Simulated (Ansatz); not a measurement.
TiO2 (Imma), computed twice by G0W0.

```
Ti O
1.0
    -2.97316    3.28737    3.28740
     2.97316   -3.28737    3.28740
     2.97316    3.28737   -3.28740
Ti O
4 8
Direct
  0.50475 0.75475 0.75000
  0.49524 0.24524 0.25000
  0.00000 0.00000 0.50000
  0.00000 0.50000 0.00000
  0.30492 0.30477 0.49985
  0.19548 0.25038 0.94510
  0.30492 0.80507 0.00015
  0.80528 0.25038 0.55490
  0.19472 0.74962 0.44510
  0.80452 0.74962 0.05490
  0.69508 0.19493 0.99985
  0.69508 0.69523 0.50015
```

The cell and positions are those that the Materials Project relaxed with its own functionals (PBE, PBE+U or r2SCAN), kept fixed. This is not the form that TiO2 usually takes at ambient conditions.

The first (Ansatz 0.2.0; start LDA, 4×4×4 mesh, 291 empty bands, screening to 100 eV, PAW set soft_1 files; 1 × NVIDIA H100 80GB HBM3 (shared by 6 runs) with 2 threads of AMD EPYC 7R13 (Zen 3), shared host) gave, on its mesh: starting gap 1.76 eV, G0W0 gap 3.21 eV, RPA ε∞ (mean) 8.07, 49 s.

Question: The second changes start from LDA to r2SCAN. What does it give?

It gave: starting gap 2.17 eV, G0W0 gap 3.13 eV, RPA ε∞ (mean) 6.77, 43 s. The G0W0 gap moves by −0.09 eV, +0.41 eV from the start and −0.50 eV from the correction.

Limits: not at the basis limit.

[Paths, hosts, dates, memory and timing lines, banners, echoed tables and standing remarks are left out of the program output.]

[Logs are printed without paths, hosts, clocks, repeated set-up lines and the standing remarks that a program may print on its own settings, such as how far it seeks lower states.]

[Runs of the session that timed out or met a known fault of the program may be left out.]

[Cells called generated may have been cut or substituted from an entry of the Crystallography Open Database or the Materials Project.]

[Hosts, paths, dates, database ids (printed as entryN), source tags and the programs' standing remarks are cut or masked in the printed files.]
